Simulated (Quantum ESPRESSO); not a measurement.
# F-SiSi-F chair, 1 layer: a series in biaxial strain, part 2 of 6

Wanted: a table for F-SiSi-F chair, 1 layer against biaxial strain, and what can be fitted to it.

Quantum ESPRESSO 7.5; plane-wave DFT, PBE, GBRV ultrasoft pseudopotentials.

So far. Step 2 (Variable-cell relaxation of the reference):  The last row is no step: it is a fresh SCF in the final cell with a new plane-wave basis, -1 meV from the row before.

**3. Relaxation with pw.x, -4 %**

m0.relax.in

```
&control
  prefix = 'm0.relax'
  outdir = './out'
  pseudo_dir = './pseudo'
  nstep = 40
  forc_conv_thr = 0.0003
  calculation = 'relax'
  tstress = .true.
/
&system
  ibrav = 0
  nat = 4
  ntyp = 2
  ecutwfc = 50
  ecutrho = 250
  occupations = 'smearing'
  smearing = 'fd'
  degauss = 0.002
/
&electrons
  conv_thr = 1e-09
  mixing_beta = 0.4
  electron_maxstep = 120
  mixing_mode = 'plain'
/
&ions
/
ATOMIC_SPECIES
  F   18.9984  f_pbe_v1.4.uspp.F.UPF
  Si  28.0850  si_pbe_v1.uspp.F.UPF
CELL_PARAMETERS angstrom
  3.80683432416000 0.00000000000000 0.00000000000000
  -1.90341716256000 3.29681523264000 0.00000000000000
  0.00000000000000 0.00000000000000 19.10000000000000
ATOMIC_POSITIONS crystal
  F   0.666666666700 0.333333333300 0.396289228300
  Si  0.666666666700 0.333333333300 0.481729904300
  Si  0.333333333300 0.666666666700 0.518270095700
  F   0.333333333300 0.666666666700 0.603710771700
K_POINTS automatic
  12 12 1 0 0 0
```

Started as:

```
$ OMP_NUM_THREADS=1 mpirun -n 4 pw.x -nk 4 -in m0.relax.in > m0.relax.out
```

What it wrote:

```text
[banner, memory and clock lines left out]
Program PWSCF v.7.5 starts
[citation notice left out]

[...]
Message from routine setup:
[...]
bravais-lattice index     =            0
     lattice parameter (alat)  =       7.1939  a.u.
     unit-cell volume          =    1617.6649 (a.u.)^3
     number of atoms/cell      =            4
     number of atomic types    =            2
     number of electrons       =        22.00
     number of Kohn-Sham states=           15
     kinetic-energy cutoff     =      50.0000  Ry
     charge density cutoff     =     250.0000  Ry
     scf convergence threshold =      1.0E-09
     mixing beta               =       0.4000
     number of iterations used =            8  plain     mixing
     energy convergence thresh.=      1.0E-04
     force convergence thresh. =      3.0E-04
     Exchange-correlation= SLA  PW   PBE  PBE
                           (   1   4   3   4   0   0   0)
     nstep                     =           40

[...]
PseudoPot. # 1 for F  read from file:
     ./pseudo/f_pbe_v1.4.uspp.F.UPF
     Pseudo is Ultrasoft, Zval =  7.0
     Generated by new atomic code, or converted to UPF format
     Using radial grid of  799 points,  4 beta functions with:
                l(1) =   0
                l(2) =   0
                l(3) =   1
                l(4) =   1
     Q(r) pseudized with  8 coefficients,  rinner =    0.950   0.950   0.950

     PseudoPot. # 2 for Si read from file:
     ./pseudo/si_pbe_v1.uspp.F.UPF
     Pseudo is Ultrasoft + core correction, Zval =  4.0
     Generated by new atomic code, or converted to UPF format
     Using radial grid of  899 points,  6 beta functions with:
                l(1) =   0
                l(2) =   0
                l(3) =   1
                l(4) =   1
                l(5) =   2
                l(6) =   2
     Q(r) pseudized with  8 coefficients,  rinner =    0.900   0.900   0.900
                                                       0.900   0.900

     atomic species   valence    mass     pseudopotential
     F                 7.00    18.99840     F ( 1.00)
     Si                4.00    28.08500     Si( 1.00)

     12 Sym. Ops., with inversion, found

[...]
number of k points=    19  Fermi-Dirac smearing, width (Ry)=  0.0020
[...]
Dense  grid:   107797 G-vectors     FFT dimensions: (  40,  40, 192)

     Smooth grid:    77167 G-vectors     FFT dimensions: (  36,  36, 180)

     Initial potential from superposition of free atoms

     starting charge      21.9987, renormalised to      22.0000

     negative rho (up, down):  1.951E-04 0.000E+00
     Starting wfcs are   16 randomized atomic wfcs

     per-process dynamical memory:    80.4 Mb

     Self-consistent Calculation

     iteration #  1     ecut=    50.00 Ry     beta= 0.40
     Davidson diagonalization with overlap
     ethr =  1.00E-02,  avg # of iterations =  3.9

     negative rho (up, down):  1.849E-04 0.000E+00

     total energy              =    -116.52332879 Ry
     estimated scf accuracy    <       0.35244072 Ry

     iteration #  2     ecut=    50.00 Ry     beta= 0.40
[...]
negative rho (up, down):  2.131E-04 0.000E+00

[...]
total energy              =    -116.59665862 Ry
     estimated scf accuracy    <       0.04941570 Ry

     iteration #  3     ecut=    50.00 Ry     beta= 0.40
[...]
negative rho (up, down):  2.736E-04 0.000E+00

[...]
total energy              =    -116.59824491 Ry
     estimated scf accuracy    <       0.01303434 Ry

     iteration #  4     ecut=    50.00 Ry     beta= 0.40
[...]
negative rho (up, down):  2.724E-04 0.000E+00

[...]
total energy              =    -116.59867764 Ry
     estimated scf accuracy    <       0.00078307 Ry

     iteration #  5     ecut=    50.00 Ry     beta= 0.40
[...]
negative rho (up, down):  2.779E-04 0.000E+00

[...]
total energy              =    -116.59898085 Ry
     estimated scf accuracy    <       0.00020674 Ry

     iteration #  6     ecut=    50.00 Ry     beta= 0.40
[...]
negative rho (up, down):  2.811E-04 0.000E+00

[...]
total energy              =    -116.59900790 Ry
     estimated scf accuracy    <       0.00000750 Ry

     iteration #  7     ecut=    50.00 Ry     beta= 0.40
[...]
negative rho (up, down):  2.831E-04 0.000E+00

[...]
total energy              =    -116.59901334 Ry
     estimated scf accuracy    <       0.00000291 Ry

     iteration #  8     ecut=    50.00 Ry     beta= 0.40
[...]
negative rho (up, down):  2.846E-04 0.000E+00

[...]
total energy              =    -116.59901364 Ry
     estimated scf accuracy    <       0.00000013 Ry

     iteration #  9     ecut=    50.00 Ry     beta= 0.40
[...]
negative rho (up, down):  2.855E-04 0.000E+00

[...]
total energy              =    -116.59901371 Ry
     estimated scf accuracy    <          8.5E-09 Ry

     iteration # 10     ecut=    50.00 Ry     beta= 0.40
[...]
negative rho (up, down):  2.861E-04 0.000E+00

[...]
total energy              =    -116.59901371 Ry
     estimated scf accuracy    <          1.4E-09 Ry

     iteration # 11     ecut=    50.00 Ry     beta= 0.40
[...]
negative rho (up, down):  2.870E-04 0.000E+00

[...]
End of self-consistent calculation

          k = 0.0000 0.0000 0.0000 (  9591 PWs)   bands (ev):

   -28.1036 -28.0744 -14.3968 -10.8576  -9.4548  -8.7644  -8.7644  -8.6163
    -8.6163  -3.6782  -3.6782  -3.2115   0.1128   0.1128   0.9104

          k = 0.0000 0.0962 0.0000 (  9608 PWs)   bands (ev):

   -28.1013 -28.0731 -14.3273 -10.8600  -9.4725  -8.8252  -8.7820  -8.6197
    -8.6109  -4.2697  -3.8182  -2.9320   0.0064   0.4251   1.3084

[...]
the Fermi energy is    -3.4352 ev

!    total energy              =    -116.59901371 Ry
     estimated scf accuracy    <          4.9E-11 Ry
     smearing contrib. (-TS)   =      -0.00000014 Ry
     internal energy E=F+TS    =    -116.59901357 Ry

     The total energy is F=E-TS. E is the sum of the following terms:
     one-electron contribution =    -471.63948106 Ry
     hartree contribution      =     241.24042361 Ry
     xc contribution           =     -27.42232642 Ry
     ewald contribution        =     141.22237029 Ry

     convergence has been achieved in  11 iterations

     negative rho (up, down):  2.870E-04 0.000E+00

     Forces acting on atoms (cartesian axes, Ry/au):

     atom    1 type  1   force =    -0.00000000    0.00000000   -0.00139723
     atom    2 type  2   force =     0.00000000    0.00000000   -0.02123842
     atom    3 type  2   force =     0.00000000    0.00000000    0.02123842
     atom    4 type  1   force =     0.00000000    0.00000000    0.00139723

     Total force =     0.030101     Total SCF correction =     0.000019

     Computing stress (Cartesian axis) and pressure

     negative rho (up, down):  2.870E-04 0.000E+00
          total   stress  (Ry/bohr**3)                   (kbar)     P=       13.69
   0.00012784   0.00000000   0.00000000           18.81        0.00        0.00
   0.00000000   0.00012784   0.00000000            0.00       18.81        0.00
   0.00000000   0.00000000   0.00002348            0.00        0.00        3.45

     BFGS Geometry Optimization
     Energy error            =      9.1E-04 Ry
     Gradient error          =      2.1E-02 Ry/Bohr

     number of scf cycles    =   1
     number of bfgs steps    =   0

     energy             new  =    -116.5990137144 Ry

     new trust radius        =       0.0212384181 bohr
     new conv_thr            =       0.0000000010 Ry

ATOMIC_POSITIONS (crystal)
F                0.6666666667        0.3333333333        0.3962505172
Si               0.6666666667        0.3333333333        0.4811414809
Si               0.3333333333        0.6666666667        0.5188585191
F                0.3333333333        0.6666666667        0.6037494828

[...]
NEW-OLD atomic charge density approx. for the potential

     negative rho (up, down):  2.972E-04 0.000E+00

     per-process dynamical memory:    95.5 Mb

[...]
!    total energy              =    -116.59956675 Ry
[...]
Total force =     0.017998     Total SCF correction =     0.000012
[...]
number of bfgs steps    =   1
[...]
energy             new  =    -116.5995667462 Ry
[...]
new trust radius        =       0.0161591940 bohr
[...]
!    total energy              =    -116.59997645 Ry
[...]
Total force =     0.014697     Total SCF correction =     0.000030
[...]
number of bfgs steps    =   2
[...]
energy             new  =    -116.5999764535 Ry
[...]
new trust radius        =       0.0177751134 bohr
[...]
!    total energy              =    -116.60023453 Ry
[...]
Total force =     0.007833     Total SCF correction =     0.000018
[...]
number of bfgs steps    =   3
[...]
energy             new  =    -116.6002345316 Ry
[...]
new trust radius        =       0.0162364149 bohr
[...]
Self-consistent Calculation

     iteration #  1     ecut=    50.00 Ry     beta= 0.40
     Davidson diagonalization with overlap
     ethr =  1.00E-06,  avg # of iterations =  3.5

     negative rho (up, down):  2.764E-04 0.000E+00

     total energy              =    -116.60030763 Ry
     estimated scf accuracy    <       0.00006283 Ry

[...]
iteration #  9     ecut=    50.00 Ry     beta= 0.40
[...]
negative rho (up, down):  2.745E-04 0.000E+00

[...]
End of self-consistent calculation

          k = 0.0000 0.0000 0.0000 (  9591 PWs)   bands (ev):

   -28.1429 -28.1172 -14.2687 -10.9007  -9.5055  -8.7729  -8.7729  -8.6457
    -8.6457  -3.5030  -3.5030  -3.1083   0.2587   0.2587   0.8101

          k = 0.0000 0.0962 0.0000 (  9608 PWs)   bands (ev):

   -28.1407 -28.1158 -14.1994 -10.9023  -9.5203  -8.8292  -8.7889  -8.6494
    -8.6427  -4.1050  -3.6476  -2.8525   0.1338   0.5725   1.2516

[...]
the Fermi energy is    -3.2960 ev

!    total energy              =    -116.60031329 Ry
     estimated scf accuracy    <          4.4E-12 Ry
     smearing contrib. (-TS)   =      -0.00000046 Ry
     internal energy E=F+TS    =    -116.60031283 Ry

     The total energy is F=E-TS. E is the sum of the following terms:
     one-electron contribution =    -467.29066819 Ry
     hartree contribution      =     239.06537761 Ry
     xc contribution           =     -27.40205466 Ry
     ewald contribution        =     139.02703241 Ry

     convergence has been achieved in   9 iterations

     negative rho (up, down):  2.745E-04 0.000E+00

     Forces acting on atoms (cartesian axes, Ry/au):

     atom    1 type  1   force =     0.00000000    0.00000000   -0.00023421
     atom    2 type  2   force =     0.00000000   -0.00000000    0.00027504
     atom    3 type  2   force =     0.00000000   -0.00000000   -0.00027504
     atom    4 type  1   force =    -0.00000000   -0.00000000    0.00023421

     Total force =     0.000511     Total SCF correction =     0.000004

     Computing stress (Cartesian axis) and pressure

     negative rho (up, down):  2.745E-04 0.000E+00
          total   stress  (Ry/bohr**3)                   (kbar)     P=       10.32
   0.00010488   0.00000000   0.00000000           15.43        0.00        0.00
   0.00000000   0.00010488  -0.00000000            0.00       15.43       -0.00
   0.00000000   0.00000000   0.00000064            0.00        0.00        0.09

     Energy error            =      7.9E-05 Ry
     Gradient error          =      2.8E-04 Ry/Bohr

     bfgs converged in   5 scf cycles and   4 bfgs steps
     (criteria: energy <  1.0E-04 Ry, force <  3.0E-04 Ry/Bohr)

     End of BFGS Geometry Optimization

     Final energy             =    -116.6003132936 Ry

     File ./out/m0.relax.bfgs deleted, as requested
Begin final coordinates

ATOMIC_POSITIONS (crystal)
F                0.6666666667        0.3333333333        0.3948605065
Si               0.6666666667        0.3333333333        0.4801351156
Si               0.3333333333        0.6666666667        0.5198648844
F                0.3333333333        0.6666666667        0.6051394935
End final coordinates

[...]
```

Elapsed: 85 s, on 4 MPI ranks of Arm Neoverse V1, shared host; peak memory 0.75 GiB; 5.7 min of CPU time.

Relaxation path:

```csv
step,energy less that of the first step (eV),largest force (eV/Å)
1,0.0000,0.5461
2,-0.0075,0.3127
3,-0.0131,0.2664
4,-0.0166,0.1394
5,-0.0177,0.0071
```

The atoms that moved most (Å):

```csv
atom,dx,dy,dz,length
Si2,0.000,0.000,-0.030,0.030
Si3,0.000,0.000,0.030,0.030
F4,0.000,0.000,0.027,0.027
F1,0.000,0.000,-0.027,0.027
```

Final coordinates:

```cif
data_structure
_symmetry_space_group_name_H-M 'P 1'
_symmetry_Int_Tables_number 1
_cell_length_a 3.8068
_cell_length_b 3.8068
_cell_length_c 19.1000
_cell_angle_alpha 90.000
_cell_angle_beta 90.000
_cell_angle_gamma 120.000
_cell_volume 239.71
loop_
_atom_site_label
_atom_site_type_symbol
_atom_site_fract_x
_atom_site_fract_y
_atom_site_fract_z
_atom_site_occupancy
F1 F 0.66667 0.33333 0.39486 1
Si2 Si 0.66667 0.33333 0.48014 1
Si3 Si 0.33333 0.66667 0.51986 1
F4 F 0.33333 0.66667 0.60514 1
```

The relaxation lowers the energy by 4 meV an atom.

Numbers from this step:

* free energy: -1586.4281 eV
* Fermi energy: -3.296 eV

**4. SCF with pw.x, -4 %**

The self-consistent run of this member.

m0.scf.in

```
&control
  prefix = 'm0.scf'
  outdir = './out'
  pseudo_dir = './pseudo'
  calculation = 'scf'
  tprnfor = .true.
/
&system
  ibrav = 0
  nat = 4
  ntyp = 2
  ecutwfc = 40
  ecutrho = 200
  occupations = 'smearing'
  smearing = 'fd'
  degauss = 0.002
  nbnd = 15
/
&electrons
  conv_thr = 1e-09
  mixing_beta = 0.4
  electron_maxstep = 120
  mixing_mode = 'plain'
/
ATOMIC_SPECIES
  F   18.9984  f_pbe_v1.4.uspp.F.UPF
  Si  28.0850  si_pbe_v1.uspp.F.UPF
CELL_PARAMETERS angstrom
  3.80683432416000 0.00000000000000 0.00000000000000
  -1.90341716256000 3.29681523264000 0.00000000000000
  0.00000000000000 0.00000000000000 19.10000000000000
ATOMIC_POSITIONS crystal
  F   0.666666666700 0.333333333300 0.394860506500
  Si  0.666666666700 0.333333333300 0.480135115600
  Si  0.333333333300 0.666666666700 0.519864884400
  F   0.333333333300 0.666666666700 0.605139493500
K_POINTS automatic
  12 12 1 0 0 0
```

Started as:

```
$ OMP_NUM_THREADS=1 mpirun -n 4 pw.x -nk 4 -in m0.scf.in > m0.scf.out
```

What it wrote:

```text
[banner, memory and clock lines left out]
Program PWSCF v.7.5 starts
[citation notice left out]

[...]
Message from routine setup:
[...]
bravais-lattice index     =            0
     lattice parameter (alat)  =       7.1939  a.u.
     unit-cell volume          =    1617.6649 (a.u.)^3
     number of atoms/cell      =            4
     number of atomic types    =            2
     number of electrons       =        22.00
     number of Kohn-Sham states=           15
     kinetic-energy cutoff     =      40.0000  Ry
     charge density cutoff     =     200.0000  Ry
     scf convergence threshold =      1.0E-09
     mixing beta               =       0.4000
     number of iterations used =            8  plain     mixing
     Exchange-correlation= SLA  PW   PBE  PBE
                           (   1   4   3   4   0   0   0)

[...]
PseudoPot. # 1 for F  read from file:
     ./pseudo/f_pbe_v1.4.uspp.F.UPF
     Pseudo is Ultrasoft, Zval =  7.0
     Generated by new atomic code, or converted to UPF format
     Using radial grid of  799 points,  4 beta functions with:
                l(1) =   0
                l(2) =   0
                l(3) =   1
                l(4) =   1
     Q(r) pseudized with  8 coefficients,  rinner =    0.950   0.950   0.950

     PseudoPot. # 2 for Si read from file:
     ./pseudo/si_pbe_v1.uspp.F.UPF
     Pseudo is Ultrasoft + core correction, Zval =  4.0
     Generated by new atomic code, or converted to UPF format
     Using radial grid of  899 points,  6 beta functions with:
                l(1) =   0
                l(2) =   0
                l(3) =   1
                l(4) =   1
                l(5) =   2
                l(6) =   2
     Q(r) pseudized with  8 coefficients,  rinner =    0.900   0.900   0.900
                                                       0.900   0.900

     atomic species   valence    mass     pseudopotential
     F                 7.00    18.99840     F ( 1.00)
     Si                4.00    28.08500     Si( 1.00)

     12 Sym. Ops., with inversion, found

[...]
number of k points=    19  Fermi-Dirac smearing, width (Ry)=  0.0020
[...]
Dense  grid:    77167 G-vectors     FFT dimensions: (  36,  36, 180)

     Smooth grid:    55363 G-vectors     FFT dimensions: (  30,  30, 150)

     Initial potential from superposition of free atoms

     starting charge      21.9987, renormalised to      22.0000

     negative rho (up, down):  7.523E-04 0.000E+00
     Starting wfcs are   16 randomized atomic wfcs

     per-process dynamical memory:    59.7 Mb

     Self-consistent Calculation

     iteration #  1     ecut=    40.00 Ry     beta= 0.40
     Davidson diagonalization with overlap
     ethr =  1.00E-02,  avg # of iterations =  3.7

     negative rho (up, down):  7.208E-04 0.000E+00

     total energy              =    -116.52616729 Ry
     estimated scf accuracy    <       0.34778033 Ry

     iteration #  2     ecut=    40.00 Ry     beta= 0.40
[...]
negative rho (up, down):  7.716E-04 0.000E+00

[...]
total energy              =    -116.59739604 Ry
     estimated scf accuracy    <       0.04974439 Ry

     iteration #  3     ecut=    40.00 Ry     beta= 0.40
[...]
negative rho (up, down):  8.556E-04 0.000E+00

[...]
total energy              =    -116.59905531 Ry
     estimated scf accuracy    <       0.01303731 Ry

     iteration #  4     ecut=    40.00 Ry     beta= 0.40
[...]
c_bands:  1 eigenvalues not converged
[...]
negative rho (up, down):  8.672E-04 0.000E+00

[...]
total energy              =    -116.59950107 Ry
     estimated scf accuracy    <       0.00068333 Ry

     iteration #  5     ecut=    40.00 Ry     beta= 0.40
[...]
negative rho (up, down):  8.813E-04 0.000E+00

[...]
total energy              =    -116.59976410 Ry
     estimated scf accuracy    <       0.00020234 Ry

     iteration #  6     ecut=    40.00 Ry     beta= 0.40
[...]
negative rho (up, down):  8.889E-04 0.000E+00

[...]
total energy              =    -116.59979041 Ry
     estimated scf accuracy    <       0.00000680 Ry

     iteration #  7     ecut=    40.00 Ry     beta= 0.40
[...]
negative rho (up, down):  8.927E-04 0.000E+00

[...]
total energy              =    -116.59979531 Ry
     estimated scf accuracy    <       0.00000255 Ry

     iteration #  8     ecut=    40.00 Ry     beta= 0.40
[...]
negative rho (up, down):  8.953E-04 0.000E+00

[...]
total energy              =    -116.59979564 Ry
     estimated scf accuracy    <       0.00000009 Ry

     iteration #  9     ecut=    40.00 Ry     beta= 0.40
[...]
negative rho (up, down):  8.969E-04 0.000E+00

[...]
total energy              =    -116.59979568 Ry
     estimated scf accuracy    <          6.6E-09 Ry

     iteration # 10     ecut=    40.00 Ry     beta= 0.40
[...]
negative rho (up, down):  8.979E-04 0.000E+00

[...]
total energy              =    -116.59979568 Ry
     estimated scf accuracy    <          1.7E-09 Ry

     iteration # 11     ecut=    40.00 Ry     beta= 0.40
[...]
negative rho (up, down):  8.995E-04 0.000E+00

[...]
End of self-consistent calculation

          k = 0.0000 0.0000 0.0000 (  6895 PWs)   bands (ev):

   -28.1438 -28.1181 -14.2691 -10.9010  -9.5058  -8.7732  -8.7732  -8.6460
    -8.6460  -3.5034  -3.5034  -3.1091   0.2583   0.2583   0.8085

          k = 0.0000 0.0962 0.0000 (  6925 PWs)   bands (ev):

   -28.1416 -28.1167 -14.1997 -10.9026  -9.5208  -8.8295  -8.7892  -8.6497
    -8.6430  -4.1054  -3.6480  -2.8533   0.1333   0.5720   1.2498

[...]
the Fermi energy is    -3.2966 ev

!    total energy              =    -116.59979568 Ry
     estimated scf accuracy    <          1.2E-10 Ry
     smearing contrib. (-TS)   =      -0.00000047 Ry
     internal energy E=F+TS    =    -116.59979522 Ry

     The total energy is F=E-TS. E is the sum of the following terms:
     one-electron contribution =    -467.28887540 Ry
     hartree contribution      =     239.06406221 Ry
     xc contribution           =     -27.40201438 Ry
     ewald contribution        =     139.02703235 Ry

     convergence has been achieved in  11 iterations

     negative rho (up, down):  8.995E-04 0.000E+00

     Forces acting on atoms (cartesian axes, Ry/au):

     atom    1 type  1   force =     0.00000000    0.00000000   -0.00024812
     atom    2 type  2   force =     0.00000000    0.00000000    0.00022170
     atom    3 type  2   force =     0.00000000    0.00000000   -0.00022170
     atom    4 type  1   force =    -0.00000000   -0.00000000    0.00024812

     Total force =     0.000471     Total SCF correction =     0.000030

[...]
```

Elapsed: 14 s, on 4 MPI ranks; peak memory 0.43 GiB; 56 s of CPU time.

Numbers from this step:

```
free energy                          : -1586.4210 eV
Fermi energy                         : -3.297 eV
valence top, on the run's zero       : -3.503 eV
conduction bottom, on the run's zero : -3.109 eV
gap by band count                    : 0.3944 eV
```

(Part 2 of 6 ends here.)

[Logs are printed without paths, hosts, clocks, repeated set-up lines and the standing remarks that a program may print on its own settings, such as how far it seeks lower states.]

[Hosts, paths, dates, database ids (printed as entryN), source tags and the programs' standing remarks are cut or masked in the printed files.]

[Maps of the electrostatic potential energy from Ansatz leave out the sawtooth potential of an applied field or a dipole correction, so their vacuum need not be flat; planar profiles and work functions include it.]
